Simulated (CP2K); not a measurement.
Two runs for the O K edge of methylboronic acid. Run A: CP2K XAS_TDP, all-electron GAPW, PBEh(45%), aug-cc-pVDZ, TDA, no relativity. Run B differs in one setting.

First lines with a strength over 0.0015. A:

| atom | energy (eV) | states | strength, one atom |
| --- | --- | --- | --- |
| O3 (bonded to B and H), 2 alike | 530.11 | 1 | 0.0163 |
|  | 530.75 | 1 | 0.0205 |
|  | 531.87 | 1 | 0.0049 |
|  | 532.48 | 1 | 0.0016 |
|  | 532.74 | 1 | 0.0041 |

B:

| atom | energy (eV) | states | strength, one atom |
| --- | --- | --- | --- |
| O3 (bonded to B and H), 2 alike | 536.27 | 1 | 0.0246 |
|  | 537.08 | 1 | 0.0250 |
|  | 538.82 | 1 | 0.0071 |
|  | 539.36 | 1 | 0.0045 |
|  | 539.71 | 1 | 0.0017 |

**Question.** Which was it: GW2X switched on, scalar relativity switched on, the functional, the basis?

The functional (functional from PBEh(45%) to PBEh(60%); the lines alone don't name the new value). A functional moves all lines by electronvolts and changes their spacings and strengths. Against PBEh(45%) in aug-cc-pVDZ, the leading line moves by +6.16 eV, to 536.27 eV; the strength of O3's goes from 0.0163 to 0.0246. The next line of O3 over the strength cut lies 0.81 eV higher, against 0.64.

[Hosts, paths, dates, database ids (printed as entryN), source tags and the programs' standing remarks are cut or masked in the printed files.]
